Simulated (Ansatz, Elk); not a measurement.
# How far do independent atoms describe Hf2MnBi3?

Structure refinements treat a crystal as free atoms side by side. For a made-up structure of Hf2MnBi3 (cell and positions from a PBE relaxation) the runs below show what the calculated density changes in F(hkl).

Method: DFT, PBE, all-electron APW+lo, Dirac cores, scalar-relativistic bands, static density, ferromagnetic start, in Elk 11.2.3 (patched build).

The structure was built from a prototype and need not be the compound's stable phase.

## (1) Set-up

Symmetry: P-4m2, No. 115, tetragonal system. The conventional cell has a = 4.095 Å, b = 4.095 Å, c = 8.757 Å, α = 90.00°, β = 90.00°, γ = 90.00°. Nearest to Bi lie 4 Mn at 2.90 Å and 4 Hf at 3.07 Å. Nearest to Bi lie 5 Hf at 3.06 to 3.21 Å. Hf has 7 Bi at 3.06 to 3.21 Å and 2 Mn at 3.07 Å nearest. Nearest to Mn lie 4 Bi at 2.90 Å and 4 Hf at 3.07 Å. Farther neighbours are not listed.

## (2) Ground state and structure factors

An all-electron density is needed, since X-rays see the cores too. Task 0 finds the density and task 195 Fourier-transforms it; tshift is off so that phases refer to the origin typed.

Input file elk.in:

```
tasks
  0
  195
  196

xctype
  20

spinpol
  .true.

rgkmax
  7.0

gmaxvr
  14.0

lmaxo
  7

lmaxapw
  8

swidth
  0.002

tshift
  .false.

ramdisk
  .false.

hmaxvr
  5.5

maxscl
  120

epspot
  1e-06

reducebf
  0.8

sppath
  './'

avec
  7.73862129614 0.00000000000 0.00000000000
  0.00000000000 7.73862129614 0.00000000000
  0.00000000000 0.00000000000 16.54882053021

atoms
  3
  'Bi.in'
  3
  -0.0000000000 0.0000000000 -0.0000000000   0.000000 0.000000 0.000000
  0.0000000000 0.5000000000 0.6276201067   0.000000 0.000000 0.000000
  0.5000000000 0.0000000000 0.3723798933   0.000000 0.000000 0.000000
  'Hf.in'
  2
  0.0000000000 0.5000000000 0.2609885113   0.000000 0.000000 0.000000
  0.5000000000 0.0000000000 0.7390114887   0.000000 0.000000 0.000000
  'Mn.in'
  1
  0.5000000000 0.5000000000 -0.0000000000   0.000000 0.000000 -0.190000

ngridk
  5 5 3
```

Command:

```sh
OMP_NUM_THREADS=4 elk
```

Numbers of over 12 decimals in the logs are rounded to 6 here.

The program printed:

```text
┌─────────────────────────┐
│ Elk code version 11.2.3 │
└─────────────────────────┘

All units are atomic (Hartree, Bohr, etc.)

┌─────────────────────────────────────────────────┐
│ Ground-state run starting from atomic densities │
└─────────────────────────────────────────────────┘

Lattice vectors :
   7.738621296       0.000000000       0.000000000
   0.000000000       7.738621296       0.000000000
   0.000000000       0.000000000       16.54882053

Reciprocal lattice vectors :
  0.8119256734       0.000000000       0.000000000
   0.000000000      0.8119256734       0.000000000
   0.000000000       0.000000000      0.3796757174

Unit cell volume      :    991.0469618
Brillouin zone volume :   0.2502910790

Muffin-tin inner radius fraction :   0.1000000000E-01

Nuclei treated as point charges

Species : 1 (Bi)
 parameters loaded from : Bi.in
 name : bismuth
 nuclear charge    :   -83.00000000
 electronic charge :    83.00000000
 atomic mass :    380947.9285
 muffin-tin radius :    2.800000000
 number of radial points in muffin-tin :   1393
 inner part over the whole radius :   0.9976520004E-02
 number on inner part of muffin-tin    :   1001
 approximate nuclear radius :   0.1052171418E-03
 number of mesh points to nuclear radius :    526
 atomic positions (lattice), magnetic fields (Cartesian) :
  1 :   0.00000000  0.00000000  0.00000000    0.00000000  0.00000000  0.00000000
  2 :   0.00000000  0.50000000  0.62762011    0.00000000  0.00000000  0.00000000
  3 :   0.50000000  0.00000000  0.37237989    0.00000000  0.00000000  0.00000000

Species : 2 (Hf)
 parameters loaded from : Hf.in
 name : hafnium
 nuclear charge    :   -72.00000000
 electronic charge :    72.00000000
 atomic mass :    325367.3659
 muffin-tin radius :    2.800000000
 number of radial points in muffin-tin :   1393
 inner part over the whole radius :   0.9942779402E-02
 number on inner part of muffin-tin    :    999
 approximate nuclear radius :   0.1000320365E-03
 number of mesh points to nuclear radius :    518
 atomic positions (lattice), magnetic fields (Cartesian) :
  1 :   0.00000000  0.50000000  0.26098851    0.00000000  0.00000000  0.00000000
  2 :   0.50000000  0.00000000  0.73901149    0.00000000  0.00000000  0.00000000

Species : 3 (Mn)
 parameters loaded from : Mn.in
 name : manganese
 nuclear charge    :   -25.00000000
 electronic charge :    25.00000000
 atomic mass :    100145.9370
 muffin-tin radius :    2.400000000
 number of radial points in muffin-tin :    993
 inner part over the whole radius :   0.9953723401E-02
 number on inner part of muffin-tin    :    700
 approximate nuclear radius :   0.7074591925E-04
 number of mesh points to nuclear radius :    330
 atomic positions (lattice), magnetic fields (Cartesian) :
  1 :   0.50000000  0.50000000  0.00000000    0.00000000  0.00000000 -0.19000000

Total number of atoms per unit cell :    6
Total muffin-tin volume :    517.6674487
 ratio of muffin-tin to unit cell volume :   0.5223440146

Spin treatment :
 spin-polarised
 global magnetic field (Cartesian) :    0.000000000       0.000000000       0.000000000
 collinear magnetisation in z-direction

Number of Bravais lattice symmetries :   16
Number of crystal symmetries         :    8
Crystal has no inversion symmetry
Complex Hermitian eigensolver will be used

k-point grid :      5     5     3
k-point offset :    0.000000000       0.000000000       0.000000000
k-point set is reduced with full crystal symmetry group
Total number of k-points :       15

Muffin-tin radius times maximum |G+k| :    7.000000000
 using average radius
Maximum |G+k| for APW functions       :    2.560975610
Maximum (1/2)|G+k|²                   :    3.279298037
Maximum |G| for potential and density :    14.00000000
Constant for pseudocharge density :   10
 order of it for each species :   17  17  17
 order of it for pair densities of each species (exact exchange by exxq0 0: 18) :   10  10   6
Radial integration step length :    1

G-vector grid sizes :     35    35    75
[...]
Absolute change in total energy (target)   :   0.7553377261     (  0.1000000000E-03)

[... loops 3 to 24 left out ...]

┌──────────────────┐
│ Loop number : 25 │
└──────────────────┘

Energies :
 Fermi                       :     0.285191
 sum of occupied eigenvalues :     -59255.735714998
 electron kinetic            :      110690.15485583
 core electron kinetic       :      109047.68637645
 Coulomb                     :     -204920.61928811
 Coulomb potential           :     -167501.25743475
 nuclear-nuclear             :     -7966.1565397306
 electron-nuclear            :     -226561.01864064
 Hartree                     :      29606.555892262
 Madelung                    :     -121169.99057073
 xc potential                :     -2444.3762192768
 xc effective B-field        :    -0.256900
 external B-field            :      0.000000
 exchange                    :     -1843.3045031500
 correlation                 :     -25.181585053306
 electron entropic           :    -0.18513273632698E-02
 total energy                :     -96098.952371804
 (external B-field energy excluded from total)

Density of states at Fermi energy :    144.1622586
 (states/Hartree/unit cell)

Estimated indirect band gap :   0.1013904094E-02
 from k-point 2 to k-point 1
Estimated direct band gap   :   0.3671768580E-02
 at k-point 2

Charges :
 core                        :    306.0000000
 valence                     :    112.0000000
 interstitial                :    9.478947486
 muffin-tins (core leakage)
  species : 1 (Bi)
[...]
species : 2 (Hf)
[...]
species : 3 (Mn)
[...]
total in muffin-tins        :    408.5210525
 total calculated charge     :    417.9975518
 total charge                :    418.0000000
 error                       :   0.2448221782E-02

Moments :
 interstitial                :   0.1524522079
 muffin-tins
  species : 1 (Bi)
[...]
species : 2 (Hf)
[...]
species : 3 (Mn)
[...]
total in muffin-tins        :    3.547558218
 total moment                :    3.700010426

RMS change in Kohn-Sham potential (target) :   0.4655794262E-06 (  0.1000000000E-05)
Absolute change in total energy (target)   :   0.1979770605E-04 (  0.1000000000E-03)

Convergence targets achieved

┌──────────────────┐
│ Loop number : 26 │
└──────────────────┘

Energies :
 Fermi                       :     0.285191
 sum of occupied eigenvalues :     -59255.735728933
 electron kinetic            :      110690.15484902
 core electron kinetic       :      109047.68636668
 Coulomb                     :     -204920.61929735
 Coulomb potential           :     -167501.25747921
 nuclear-nuclear             :     -7966.1565397306
 electron-nuclear            :     -226561.01861489
 Hartree                     :      29606.555857269
 Madelung                    :     -121169.99055775
 xc potential                :     -2444.3761825493
 xc effective B-field        :    -0.256899
 external B-field            :      0.000000
 exchange                    :     -1843.3045035269
 correlation                 :     -25.181585159701
 electron entropic           :    -0.18513566386860E-02
 total energy                :     -96098.952388376
 (external B-field energy excluded from total)

Density of states at Fermi energy :    144.1650823
 (states/Hartree/unit cell)

Estimated indirect band gap :   0.1013916793E-02
 from k-point 2 to k-point 1
Estimated direct band gap   :   0.3671851232E-02
 at k-point 2

Charges :
 core                        :    306.0000000
 valence                     :    112.0000000
 interstitial                :    9.478947245
 muffin-tins (core leakage)
  species : 1 (Bi)
[...]
species : 2 (Hf)
   atom 1                    :    70.25706867     (  0.1165329166E-07)
   atom 2                    :    70.25706867     (  0.1165329166E-07)
  species : 3 (Mn)
   atom 1                    :    23.62993963     ( -0.2246773345E-06)
 total in muffin-tins        :    408.5210528
 total calculated charge     :    417.9975518
 total charge                :    418.0000000
 error                       :   0.2448221368E-02

Moments :
 interstitial                :   0.1524623248
 muffin-tins
  species : 1 (Bi)
[...]
species : 2 (Hf)
   atom 1                    :  -0.1241426473
   atom 2                    :  -0.1241426473
  species : 3 (Mn)
   atom 1                    :    3.707816960
 total in muffin-tins        :    3.547567019
 total moment                :    3.700029343

┌──────────────────────────────┐
│ Self-consistent loop stopped │
└──────────────────────────────┘

Warning : the lowest level lies among the core levels :   -2.700912522      -2.816424150

Warning : core states of species 1 leak from the muffin-tin :   0.6951792719E-03

Wrote STATE.OUT
```

It took 7.8 min on 4 threads of Arm Neoverse V2, shared host; peak memory 0.71 GiB.

SFACRHO.OUT:

```text

h k l indices transformed by vhmat matrix:
   1.000000000       0.000000000       0.000000000    
   0.000000000       1.000000000       0.000000000    
   0.000000000       0.000000000       1.000000000    

      h      k      l  multipl.   |H|            Re(F)            Im(F)           |F|

      0      0      0      1   0.0000000       418.00000      0.34547322E-16   418.00000    
      0      0      1      2  0.37967572      -17.316469      0.13765064E-13   17.316469    
      0      0      2      2  0.75935143      -37.980048      0.30936568E-13   37.980048    
     -1      0      0      4  0.81192567       54.698350     -0.19541134E-13   54.698350    
     -1      0      1      4  0.89631298       54.151153       21.699796       58.337197    
      1      0     -1      4  0.89631298       54.151153      -21.699796       58.337197    
     -1      0      2      4   1.1116825       52.720308       128.44461       138.84326    
      0     -1      2      4   1.1116825       52.720308      -128.44461       138.84326    
      0      0      3      2   1.1390272       225.88431     -0.31079974E-16   225.88431    
     -1      1      0      4   1.1482363      -177.56737      0.12308650E-14   177.56737    
     -1     -1     -1      8   1.2093801       199.47177      0.39123871E-13   199.47177    
      1      1      2      8   1.3766122       212.02083     -0.35503251E-13   212.02083    
      0      1      3      4   1.3987874       50.696144       210.27204       216.29709    
     -1      0      3      4   1.3987874       50.696144      -210.27204       216.29709    
      0      0     -4      2   1.5187029       63.389019     -0.10248621E-13   63.389019    
      1      1     -3      8   1.6173526      -38.389796      0.94820447E-14   38.389796    
      0     -2      0      4   1.6238513       332.51332      0.34874248E-13   332.51332    
     -2      0      1      4   1.6676471      -16.464968     -0.24195523E-01   16.464985
```

Elk indexes on the primitive cell of elk.in and gives |H| = 4π sin θ/λ in inverse bohr. Below, one row stands for each form hkl of the conventional cell (m members, Friedel mates merged), F is for one primitive cell and the density is static (no thermal factor). Free-atom factors are Waasmaier and Kirfel's, and R is Σm||F|−|F'||/Σm|F|.

| hkl | m | sin θ/λ (Å⁻¹) | abs F, DFT | neutral atoms | diff. | abs of complex diff. |
| --- | --- | --- | --- | --- | --- | --- |
| 001 | 2 | 0.057 | 17.317 | 17.414 | -0.097 | 0.097 |
| 002 | 2 | 0.114 | 37.980 | 38.020 | -0.040 | 0.040 |
| 100 | 4 | 0.122 | 54.698 | 54.893 | -0.195 | 0.195 |
| 101 | 8 | 0.135 | 58.337 | 58.493 | -0.155 | 0.166 |
| 102 | 8 | 0.167 | 138.844 | 138.822 | +0.022 | 0.074 |
| 003 | 2 | 0.171 | 225.884 | 226.012 | -0.128 | 0.128 |
| 110 | 4 | 0.173 | 177.567 | 177.964 | -0.397 | 0.397 |
| 111 | 8 | 0.182 | 199.472 | 199.622 | -0.150 | 0.150 |
| 112 | 8 | 0.207 | 212.021 | 212.612 | -0.591 | 0.591 |
| 103 | 8 | 0.210 | 216.297 | 216.877 | -0.580 | 0.597 |
| 004 | 2 | 0.228 | 63.389 | 63.850 | -0.461 | 0.461 |
| 113 | 8 | 0.243 | 38.390 | 38.425 | -0.035 | 0.035 |
| 200 | 4 | 0.244 | 332.513 | 333.250 | -0.737 | 0.737 |
| 201 | 8 | 0.251 | 16.465 | 16.425 | +0.040 | 0.047 |

## (3) The magnetisation density

The same run holds the spin density, and task 196 transforms it. The order is that of the start, and no other was tried.

SFACMAG_1.OUT:

```text

h k l indices transformed by vhmat matrix:
   1.000000000       0.000000000       0.000000000    
   0.000000000       1.000000000       0.000000000    
   0.000000000       0.000000000       1.000000000    

      h      k      l  multipl.   |H|            Re(F)            Im(F)           |F|

      0      0      0      1   0.0000000       3.7000295      0.79007309E-17   3.7000295    
      0      0      1      2  0.37967572       3.6457548      0.73053919E-17   3.6457548    
      0      0      2      2  0.75935143       3.5190394     -0.79516567E-17   3.5190394    
     -1      0      0      4  0.81192567      -3.1375499     -0.37256284E-15   3.1375499    
     -1      0      1      4  0.89631298      -3.0991172     -0.20395808       3.1058213    
      1      0     -1      4  0.89631298      -3.0991172      0.20395808       3.1058213    
     -1      0      2      4   1.1116825      -2.8576860     -0.25137720E-01   2.8577965    
      0     -1      2      4   1.1116825      -2.8576860      0.25137720E-01   2.8577965    
      0      0      3      2   1.1390272       2.8414568     -0.90556889E-16   2.8414568    
     -1      1      0      4   1.1482363       2.8073929      0.18497515E-15   2.8073929    
     -1     -1     -1      8   1.2093801       2.6370205      0.59872561E-15   2.6370205    
      1      1      2      8   1.3766122       2.3132865     -0.54096758E-15   2.3132865    
      0      1      3      4   1.3987874      -2.3977055      0.17625740E-01   2.3977703    
     -1      0      3      4   1.3987874      -2.3977055     -0.17625740E-01   2.3977703    
      0      0     -4      2   1.5187029       2.2134123      0.43938215E-16   2.2134123    
      1      1     -3      8   1.6173526       2.0046345     -0.47499733E-15   2.0046345
```

The total moment is 3.70 μB a cell; sphere moments: Bi1 +0.01, Bi2 +0.04, Bi3 +0.04, Hf4 -0.12, Hf5 -0.12, Mn6 +3.71 μB. Polarised neutrons measure spin and orbital magnetisation together; without spin-orbit coupling the run gives the spin part:

| hkl | sin θ/λ (Å⁻¹) | abs F_M (μB) |
| --- | --- | --- |
| 001 | 0.057 | 3.646 |
| 002 | 0.114 | 3.519 |
| 100 | 0.122 | 3.138 |
| 101 | 0.135 | 3.106 |
| 102 | 0.167 | 2.858 |
| 003 | 0.171 | 2.841 |
| 110 | 0.173 | 2.807 |
| 111 | 0.182 | 2.637 |
| 112 | 0.207 | 2.313 |
| 103 | 0.210 | 2.398 |
| 004 | 0.228 | 2.213 |
| 113 | 0.243 | 2.005 |
| 200 | 0.244 | 1.957 |
| 201 | 0.251 | 1.929 |

(Continued in part 2 of 2.)

[Logs are printed without paths, hosts, clocks, repeated set-up lines and the standing remarks that a program may print on its own settings, such as how far it seeks lower states.]

[Hosts, paths, dates, database ids (printed as entryN), source tags and the programs' standing remarks are cut or masked in the printed files.]
